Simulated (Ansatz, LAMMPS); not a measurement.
**Relaxing amorphous 14HfO2-86SiO2 (mol %) (84 atoms)**

Aim: bring amorphous 14HfO2-86SiO2 (mol %) (84 atoms) to a nearby minimum of the energy and see what moves.

Method: Kohn-Sham DFT, PBE, PAW (set soft_2), plane waves, in Ansatz 0.2.0.

## 1. Set-up

The cell holds 84 atoms: 4 Hf, 24 Si and 56 O. Cell: a = 10.780 Å, b = 10.780 Å, c = 10.780 Å, α = 90.0°, β = 90.0°, γ = 90.0°. 84 atoms (4 Zr, 24 Si, 56 O) placed at random at 2.56 g/cm³, melted at 5000 K for 10 ps at fixed volume with the Morse and Coulomb pair potential with partial charges (Pedone, Malavasi, Menziani, Cormack and Segre, J. Phys. Chem. B 110, 11780 (2006)). Quenched from 5000 K to 300 K at 50 K/ps and fixed volume, held 5 ps, then minimised at fixed cell. Then Zr was replaced by Hf (the potential has no terms for the new elements, so the cell is a start for a DFT relaxation).

Limits known from the start: The quench rate of 50 K/ps is orders of magnitude faster than experiment, which tends to freeze in extra defects. The starting topology of bonds comes from the classical model. Only the Γ point is sampled in the main run, in a cell whose shortest periodic width is 11 Å. Spin–orbit coupling is left out, which matters for the levels of the heavy elements.

## 2. How the cell was made

A classical potential supplies the starting structure, since it reaches far longer times than DFT.

This step: classical MD, Morse and Coulomb pair potential with partial charges (Pedone, Malavasi, Menziani, Cormack and Segre, J. Phys. Chem. B 110, 11780 (2006)) (LAMMPS 22 Jul 2025 - Update 4).

Contents of in.lmp:

```
# melt-quench of Zr4Si24O56
units metal
atom_style charge
boundary p p p
region box block 0 10.7805 0 10.7805 0 10.7805
create_box 3 box
mass 1 91.2240   # Zr
mass 2 28.0850   # Si
mass 3 15.9990   # O
create_atoms 1 random 4 39639 NULL overlap 1.5 maxtry 2000
create_atoms 2 random 24 39646 NULL overlap 1.5 maxtry 2000
create_atoms 3 random 56 39653 NULL overlap 1.5 maxtry 2000
pair_style hybrid/overlay pedone 5.5 coul/long 8.0
pair_coeff * * coul/long
pair_coeff 1 3 pedone 0.206237 2.479675 2.436997 1   # Zr-O
pair_coeff 2 3 pedone 0.340554 2.006700 2.100000 1   # Si-O
pair_coeff 3 3 pedone 0.042395 1.379316 3.618701 22   # O-O
set type 1 charge 2.4
set type 2 charge 2.4
set type 3 charge -1.2
kspace_style pppm 1.0e-4
neigh_modify delay 0 every 1 check yes
thermo_style custom step time temp pe press density
thermo_modify norm yes
timestep 0.002
thermo 100
min_style cg
minimize 1e-4 1e-4 200 2000
reset_timestep 0
velocity all create 5000 39640 mom yes dist gaussian
fix lim all nve/limit 0.05
fix lan all langevin 5000 5000 0.2 39641 zero yes
thermo 500
run 1000 post no
# [... 10 lines left out ...]
thermo 1250
fix md all nvt temp 300 300 0.2
run 2500 post no
unfix md
thermo 100
min_style cg
minimize 0 1e-3 2000 20000
write_dump all custom glass.dump id type xs ys zs modify sort id
```

The run is started by

```bash
$ lmp -in in.lmp -log none -nocite
```

Numbers of over 12 decimals in the logs are rounded to 6 here.

The log of the run:

```text
LAMMPS (22 Jul 2025 - Update 4)
Created orthogonal box = (0 0 0) to (10.7805 10.7805 10.7805)
Created 4 atoms
Created 24 atoms
Created 56 atoms
PPPM initialization ...
  G vector (1/distance) = 0.38344604
  grid = 12 12 12
  estimated relative force accuracy = 6.107511e-05
   Step          Time           Temp          PotEng         Press         Density
         0   0              0             -1.9368236      633422.46      2.5644036
        91   0.182          0             -17.139945     -19150.094      2.5644036
Loop time of 0.0467515 s on 1 MPI rank(s) for 91 steps with 84 atoms
Minimization stats:
  Stopping criterion = energy tolerance
[... 36 lines left out ...]
     55000   110            321.32953     -17.30603      -15934          2.5644036
     55500   111            312.81225     -17.307819     -15891.514      2.5644036
Loop time of 0.730794 s on 1 MPI rank(s) for 2500 steps with 84 atoms
   Step          Time           Temp          PotEng         Press         Density
     55500   111            312.81225     -17.307819     -15891.514      2.5644036
     55524   111.048        312.81225     -17.348359     -14662.664      2.5644036
Loop time of 0.0275393 s on 1 MPI rank(s) for 24 steps with 84 atoms
Minimization stats:
  Stopping criterion = linesearch alpha is zero
  Energy initial, next-to-last, final =
     -17.3078188703633  -17.3483591614839  -17.3483591614839
  Force two-norm initial, final = 13.107372 0.17857622
  Iterations, force evaluations = 24 77
```

Elapsed: 18 s, on 1 thread of Arm Neoverse V2, shared host; peak memory 0.073 GiB.

## 3. Single point at the start

A single point comes first, to see the forces before anything moves.

Contents of input.yaml:

```yaml
crystal:
  lattice:
    - [10.7805, 0.0, 0.0]
    - [0.0, 10.7805, 0.0]
    - [0.0, 0.0, 10.7805]
  atoms:
    - { symbol: Hf, position: [0.41756, 0.09995, 0.68448] }
    - { symbol: Hf, position: [0.95332, 0.06006, 0.56332] }
    - { symbol: Hf, position: [0.33243, 0.59534, 0.60632] }
    - { symbol: Hf, position: [0.72472, 0.99352, 0.34926] }
    - { symbol: Si, position: [0.8936, 0.6232, 0.10091] }
    - { symbol: Si, position: [0.05389, 0.48161, 0.72382] }
    - { symbol: Si, position: [0.16775, 0.97776, 0.33942] }
    - { symbol: Si, position: [0.0781, 0.98608, 0.88392] }
    - { symbol: Si, position: [0.95549, 0.90436, 0.13841] }
    - { symbol: Si, position: [0.69023, 0.65458, 0.88315] }
    - { symbol: Si, position: [0.30333, 0.82629, 0.97742] }
    - { symbol: Si, position: [0.51613, 0.21297, 0.45097] }
    - { symbol: Si, position: [0.79365, 0.55104, 0.62065] }
    - { symbol: Si, position: [0.75662, 0.52836, 0.34766] }
    - { symbol: Si, position: [0.50951, 0.8208, 0.76292] }
    - { symbol: Si, position: [0.14692, 0.57426, 0.97615] }
    - { symbol: Si, position: [0.33308, 0.39313, 0.10344] }
    - { symbol: Si, position: [0.16699, 0.26956, 0.30584] }
    - { symbol: Si, position: [0.4684, 0.48822, 0.33711] }
    - { symbol: Si, position: [0.17112, 0.88376, 0.62631] }
    - { symbol: Si, position: [0.8803, 0.26832, 0.31616] }
    - { symbol: Si, position: [0.57479, 0.41048, 0.95817] }
    - { symbol: Si, position: [0.4867, 0.14544, 0.0117] }
    - { symbol: Si, position: [0.42511, 0.94286, 0.21449] }
    - { symbol: Si, position: [0.94839, 0.22231, 0.82609] }
    - { symbol: Si, position: [0.57563, 0.37014, 0.67746] }
    - { symbol: Si, position: [0.75853, 0.23886, 0.05277] }
    - { symbol: Si, position: [0.19795, 0.29984, 0.57857] }
    - { symbol: O, position: [0.57903, 0.55376, 0.9292] }
    - { symbol: O, position: [0.20445, 0.74223, 0.61594] }
    - { symbol: O, position: [0.88338, 0.14714, 0.40222] }
    - { symbol: O, position: [0.20478, 0.93425, 0.93842] }
    - { symbol: O, position: [0.17574, 0.45187, 0.63319] }
    - { symbol: O, position: [0.11245, 0.94663, 0.48868] }
    - { symbol: O, position: [0.82493, 0.9349, 0.4986] }
    - { symbol: O, position: [0.78143, 0.59748, 0.47955] }
    - { symbol: O, position: [0.83452, 0.95898, 0.19963] }
    - { symbol: O, position: [0.27891, 0.9697, 0.66326] }
    - { symbol: O, position: [0.9396, 0.5271, 0.64555] }
    - { symbol: O, position: [0.06123, 0.92936, 0.73146] }
    - { symbol: O, position: [0.62657, 0.15136, 0.38361] }
    - { symbol: O, position: [0.9426, 0.75865, 0.1303] }
    - { symbol: O, position: [0.43023, 0.08, 0.13056] }
    - { symbol: O, position: [0.88167, 0.1497, 0.71622] }
    - { symbol: O, position: [0.61002, 0.53292, 0.32611] }
    - { symbol: O, position: [0.02383, 0.3101, 0.29216] }
    - { symbol: O, position: [0.29442, 0.246, 0.66941] }
    - { symbol: O, position: [0.01938, 0.55342, 0.05218] }
    - { symbol: O, position: [0.82968, 0.57279, 0.22501] }
    - { symbol: O, position: [0.79599, 0.63834, 0.98626] }
    - { symbol: O, position: [0.0801, 0.20946, 0.57556] }
    - { symbol: O, position: [0.00519, 0.35551, 0.78877] }
    - { symbol: O, position: [0.24889, 0.46915, 0.01032] }
    - { symbol: O, position: [0.24921, 0.30585, 0.18672] }
    - { symbol: O, position: [0.48413, 0.34414, 0.39076] }
    - { symbol: O, position: [0.70123, 0.42944, 0.625] }
    - { symbol: O, position: [0.38398, 0.566, 0.42635] }
    - { symbol: O, position: [0.4592, 0.45879, 0.65864] }
    - { symbol: O, position: [0.55748, 0.926, 0.27481] }
    - { symbol: O, position: [0.43828, 0.1189, 0.88043] }
    - { symbol: O, position: [0.62477, 0.78082, 0.85448] }
    - { symbol: O, position: [0.39271, 0.81401, 0.86204] }
    - { symbol: O, position: [0.82014, 0.22984, 0.18427] }
    - { symbol: O, position: [0.59016, 0.3477, 0.82502] }
    - { symbol: O, position: [0.41026, 0.11929, 0.48223] }
    - { symbol: O, position: [0.85619, 0.23483, 0.94322] }
    - { symbol: O, position: [0.53308, 0.94984, 0.70113] }
    - { symbol: O, position: [0.10902, 0.56634, 0.83105] }
    - { symbol: O, position: [0.54979, 0.24003, 0.60699] }
    - { symbol: O, position: [0.0711, 0.93124, 0.23465] }
    - { symbol: O, position: [0.21571, 0.70447, 0.99642] }
    - { symbol: O, position: [0.06235, 0.1304, 0.86562] }
    - { symbol: O, position: [0.68791, 0.37506, 0.044] }
    - { symbol: O, position: [0.63355, 0.15482, 0.0303] }
    - { symbol: O, position: [0.30475, 0.93337, 0.3058] }
    - { symbol: O, position: [0.2214, 0.327, 0.4334] }
    - { symbol: O, position: [0.45161, 0.32617, 0.02398] }
    - { symbol: O, position: [0.47048, 0.71498, 0.66704] }
    - { symbol: O, position: [0.80601, 0.38608, 0.36708] }
    - { symbol: O, position: [0.98232, 0.94964, 0.99506] }
    - { symbol: O, position: [0.16468, 0.1237, 0.32521] }
    - { symbol: O, position: [0.38384, 0.8545, 0.09875] }
    - { symbol: O, position: [0.40908, 0.47668, 0.19901] }
    - { symbol: O, position: [0.74729, 0.61415, 0.74935] }
kpoints:
  mp_grid: { grid: [1, 1, 1] }
hamiltonian:
  xc: pbe
scf:
  occupations: { method: fermi_dirac, width: 0.025 }
output:
  forces: true
```

The run is started by

```bash
$ ansatz run input.yaml --threads 4 --pin off --max-ram 8192MiB --backend cpu --events-out ev --progress --plain --runs-dir out
```

The log of the run:

```text
Engine: ansatz 0.2.0, aarch64-unknown-linux-gnu
Pseudopotentials: kind: paw
Pseudopotential: Hf, paw, valence charge 26, recommended cutoff 420 eV (normal), Hf.paw.azcp
Pseudopotential: Si, paw, valence charge 4, recommended cutoff 420 eV (normal), Si.paw.azcp
Pseudopotential: O, paw, valence charge 6, recommended cutoff 420 eV (normal), O.paw.azcp
Functional definition: PBE
  parameter kappa = 0.804
  parameter beta = 0.066725
  exchange = pbe_x(kappa = kappa, mu = beta*pi^2/3)
  correlation = pbe_c(beta = beta)
Crystal: 84 atoms, lattice volume = 1252.901 Å³
Basis set: ecut = 420 eV, 24405 PW (Γ), exchange–correlation on 150×150×150 points (8 copies of the dense FFT grid, shifted against one another)
Bands: 352, of which v1, the nominal top of the filled ones, is band 268 counted from 1 (267 counted from 0)
Symmetry: 1 space group operations
Space group: P1 (ITA 1), of the structure as read, at distance tolerance 1.1e-4 Å
k-points: 1
Non-local potential: Hf, projectors of the file, l = 0: 3, l = 1: 2, l = 2: 2, l = 3: 3
Non-local potential: Si, projectors of the file, l = 0: 2, l = 1: 2, l = 2: 2
Non-local potential: O, projectors of the file, l = 0: 2, l = 1: 2, l = 2: 1
PAW form: soft (Blöchl's): semilocal exchange-correlation on the pseudo side does not see the compensation charge
PAW one-centre angular grid: Hf, 590 points (default); XC on 64 Gauss nodes
PAW one-centre angular grid: Si, 110 points (default); XC on 64 Gauss nodes
PAW one-centre angular grid: O, 110 points (default); XC on 64 Gauss nodes
Initial density: superposition of atomic densities (neutral atoms: chi_scale 0, normalization atom), corrected by the library's trained network
Initial wavefunctions: pseudopotential atomic-orbital guess
Functional: x = pbe(κ = 0.804, μ = 0.219515), c = pbe(β = 0.066725)
SCF iter   1: F=—  HF=-110010.359815 eV  |F-HF|=—  |Δ(HF+E_count)|=         —  Δρ=2.83e-3  dr2=1.41e-1  ethr=1.77e-3  ⟨swp⟩=5.0  Hψ=1521  notcnv=0  defer=67
preconditioner: auto → Resta (q_TF=auto, 2.368 Å⁻¹)  ε∞=3.3  [insulator: Δε(μ)=3.813 eV  Ē_g=15.626 eV  σ=0.025 eV  W_gap=1.00  n_scr=256 (ndim 8)  ℏωp=23.6 eV  f_vac=0.242  D(μ)=0.00/eV (n_scr^D=0)  ε∞_Penn≈3.3]
SCF iter   2: F=—  HF=-110010.345582 eV  |F-HF|=—  |Δ(HF+E_count)|=   1.42e-2  Δρ=1.49e-3  dr2=2.89e-2  ethr=2.63e-5  ⟨swp⟩=2.0  Hψ=611  notcnv=0  defer=75
SCF iter   3: F=—  HF=-110010.344726 eV  |F-HF|=—  |Δ(HF+E_count)|=   8.56e-4  Δρ=6.85e-4  dr2=1.01e-2  ethr=5.40e-6  ⟨swp⟩=2.0  Hψ=487  notcnv=0  defer=34
automatic band count: iteration 3 solves 311 bands in place of 352: the levels show a gap, and the empty bands left out lie too high to hold charge; the band table lists the bands solved (type scf.n_extra_bands for more)
SCF iter   4: F=—  HF=-110010.344257 eV  |F-HF|=—  |Δ(HF+E_count)|=   4.68e-4  Δρ=3.63e-4  dr2=1.81e-3  ethr=1.89e-6  ⟨swp⟩=2.0  Hψ=483  notcnv=0  defer=34
SCF iter   5: F=—  HF=-110010.343948 eV  |F-HF|=—  |Δ(HF+E_count)|=   3.09e-4  Δρ=1.41e-4  dr2=2.84e-4  ethr=3.38e-7  ⟨swp⟩=2.0  Hψ=476  notcnv=0  defer=34
SCF iter   6: F=—  HF=-110010.343964 eV  |F-HF|=—  |Δ(HF+E_count)|=   1.60e-5  Δρ=5.63e-5  dr2=4.14e-5  ethr=5.30e-8  ⟨swp⟩=2.0  Hψ=481  notcnv=0  defer=34
SCF iter   7: F=—  HF=-110010.341687 eV  |F-HF|=—  |Δ(HF+E_count)|=   2.28e-3  Δρ=2.14e-5  dr2=6.12e-6  ethr=7.73e-9  ⟨swp⟩=2.0  Hψ=565  notcnv=0  defer=34
SCF iter   8: F=—  HF=-110010.341688 eV  |F-HF|=—  |Δ(HF+E_count)|=   1.58e-6  Δρ=8.01e-6  dr2=9.95e-7  ethr=1.14e-9  ⟨swp⟩=2.0  Hψ=545  notcnv=0  defer=34
SCF iter   9: F=—  HF=-110010.341688 eV  |F-HF|=—  |Δ(HF+E_count)|=   1.90e-7  Δρ=4.30e-6  dr2=2.24e-7  ethr=1.86e-10  ⟨swp⟩=2.0  Hψ=545  notcnv=0  defer=34
SCF iter  10: F=-110010.341688 eV  HF=-110010.341688 eV  |F-HF|=7.25e-9  |Δ(HF+E_count)|=   3.62e-8  Δρ=1.29e-6  dr2=2.31e-8  ethr=1.87e-11  ⟨swp⟩=4.0  Hψ=1047  notcnv=0
SCF 1 converged in 10 iterations: F = -110010.341688 eV  dr2 = 2.31e-8
  greatest PAW one-centre occupation: 0.999 electrons in one spin orbital (limit 2), on the Hf atom at site 0 (counted from 0), in its partial waves of l = 0
SCF converged after 10 iterations
Free energy (F): -110010.341688 eV
Harris-Foulkes:  -110010.341688 eV  (|F-HF|=7.25e-9)
Internal energy: -110010.341688 eV  (E = F + TS)
E sigma→0 (E₀):  -110010.341688 eV
Fermi energy:    5.219251 eV
--- Per-component energies (eV) ---
  E_band       = -3503.975420
  E_kinetic    = 12721.670539
  E_local      = -72775.640740  (includes V_loc(G=0)·N_el)
  E_nonlocal   = -1701.684015
  E_hartree    = 31078.838078
  E_xc         = -6680.841575
  E_vxc        = -7491.936931  (∫ρ·V_xc dr)
  E_paw        = -48919.271669  (= ΣΔE_a)
  E_vpaw       = 3585.796689  (= ΣTr[D̂ρ^β])
  E_aug_tail   = 0.143780  (compensation charges beyond the density's cutoff)
  E_ewald      = -23733.556086
  E_smearing   = -0.000000  (= −TS)
  E_closure    = -0.000000  (closes the sum)
  Σ components = -110010.341688   (vs F -110010.341688, Δ=0.00e0)
--- Forces (eV/Å), atoms counted from 1 ---
  atom   1  Hf    -1.45638873    -1.06517759    -1.08528461
  atom   2  Hf    -0.65389237     1.88526850     0.63058249
  atom   3  Hf     3.41042881     0.32861745    -0.65239081
  atom   4  Hf     0.59566963     0.68963761     0.32948422
  atom   5  Si     0.09580541     0.84557405    -0.93194474
  atom   6  Si    -0.04864604    -1.90009220     0.47227839
  atom   7  Si    -0.74191888     0.16590122    -0.16353581
  atom   8  Si    -0.23889375    -1.19502672    -0.48092230
  atom   9  Si     1.30297244     0.34248722    -0.26685113
  atom  10  Si    -0.28197577    -2.13003193    -0.46335449
  atom  11  Si    -0.43353725     0.22385155    -0.60789700
  atom  12  Si    -0.91803996     1.01162914     1.29147055
  atom  13  Si    -1.25486637    -1.40905937     1.50616716
  atom  14  Si     0.14519057    -1.45351113     0.25004654
[...]
atom  83  O      0.40819050     1.23522554    -0.00343611
  atom  84  O      0.46090974     0.65925017    -0.36808706
  max |Σ_I F_I| component: 7.50e-5 eV/Å
```

Run time: 10 s. Hardware: 4 threads of Arm Neoverse V2, shared host; peak memory 1.5 GiB.

The run gave:

| Quantity | Value |
| --- | --- |
| free energy | -110010.3417 eV |
| free energy per atom | -1309.6469 eV/atom |
| SCF cycles | 10 |
| r.m.s. force component | 0.96 eV/Å |
| longest force | 3.866 eV/Å |
| Fermi energy | 5.219 eV |

The r.m.s. force component of 0.96 eV/Å sets the starting point.

Neighbours are counted within 2.16 Å (O-Si), 2.93 Å (O-Hf).

Length of the force by element and coordination:

| element | coordination | atoms | mean length of the force (eV/Å) | spread | least | most |
| --- | --- | --- | --- | --- | --- | --- |
| Hf | all | 4 | 2.16 | 0.893 | 0.969 | 3.49 |
| Hf | 5 | 2 | 2.23 | 1.26 | 0.969 | 3.49 |
| Hf | 6 | 2 | 2.10 | 0.0064 | 2.09 | 2.11 |
| O | all | 56 | 1.41 | 0.819 | 0.163 | 3.87 |
| O | 2 | 50 | 1.47 | 0.836 | 0.163 | 3.87 |
| O | 3 | 6 | 0.893 | 0.378 | 0.428 | 1.54 |
| Si | all | 24 | 1.50 | 0.578 | 0.525 | 2.79 |

(Continued in part 2 of 4.)

[Logs are printed without paths, hosts, clocks, repeated set-up lines and the standing remarks that a program may print on its own settings, such as how far it seeks lower states.]

[Hosts, paths, dates, database ids (printed as entryN), source tags and the programs' standing remarks are cut or masked in the printed files.]
